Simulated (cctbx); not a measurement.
## Lattice, Laue class and space group of a new crystal

Cell: a = 5.0560 Å, b = 5.0560 Å, c = 8.0180 Å, α = 90.00°, β = 90.00°, γ = 120.00°. Expected content of the cell: Ce2 Sr2 Ga2.

The data are simulated with cctbx, not measured: Mo Kα, λ = 0.71073 Å, to d = 0.77 Å, 50 % of the full sphere, strongest reflection 70000 counts, noise from counting, a 4 % proportional error and a noise floor of 2 counts (s.d.); no absorption, some extinction.

A first pass over the reflections prints:

```text
844 reflections to d = 0.772 A
centring   violations  <I/sigma> of those
    A        345 of   440     12.5
    B        355 of   435     12.8
    C        342 of   427     12.5
    I        335 of   426     12.5
    R        437 of   557     12.7
    F        521 of   651     12.6
Laue class    unique    Rint  (classes that these axes allow; Friedel mates merged)
P -1              629   0.023
P 1 1 2/m         416   0.026
P -3              281   0.026
P -3 1 m          172   0.028
P -3 m 1          188   0.028
P 6/m             157   0.030
P 6/m m m         117   0.030
space group    extra absences  I>4sigma  <I/sigma>
P 6 2 2                 0          0         -  acentric
P 6 m m                 0          0         -  acentric
P -6 m 2                0          0         -  acentric
P -6 2 m                0          0         -  acentric
P 6/m m m               0          0         -  centric
Wilson B = -0.12 A^2   <|E^2-1|> = 1.016 (0.968 centric, 0.736 acentric)   E^2>4: 0.9 %
shell (A)         n   <I/sigma>
 8.02 - 1.54     21     25.6
 1.54 - 1.22     15     28.5
 1.22 - 1.07     15     24.0
 1.07 - 0.97     14     35.1
 0.97 - 0.90     11     22.7
 0.90 - 0.85     12     34.4
 0.85 - 0.81     14     25.0
 0.81 - 0.77     15     38.8
```

**Question.** What are the lattice type, the Laue class and the likely space group?

Every centring test has many violations, so the lattice is primitive.

Rint stays low (0.023 to 0.030) up to P 6/m m m, the highest class in these axes.

5 settings pass the absence test. No glide or screw absences show, which leaves P 6 2 2, P 6 m m, P -6 m 2, P -6 2 m and P 6/m m m.

⟨|E²−1|⟩ = 1.016 leans to a centrosymmetric structure. The Wilson B of -0.12 Å² means U ≈ -0.0015 Å², too small to be real: the Wilson fit fails with so few reflections and atoms.

The true group is P-3m1 (no. 164), Laue class -3m, centrosymmetric. It isn't in the list: pseudo-symmetry or weak reflections misled the tests.

The crystal is twinned by the law (-1 1 0 0 1 0 0 0 -1) with a minor fraction of 0.12; Rint in the higher class falls towards the noise as the fraction nears 1/2.

This is a model crystal, built by substitution and not relaxed, with assumed displacement parameters.

[Logs are printed without paths, hosts, clocks, repeated set-up lines and the standing remarks that a program may print on its own settings, such as how far it seeks lower states.]
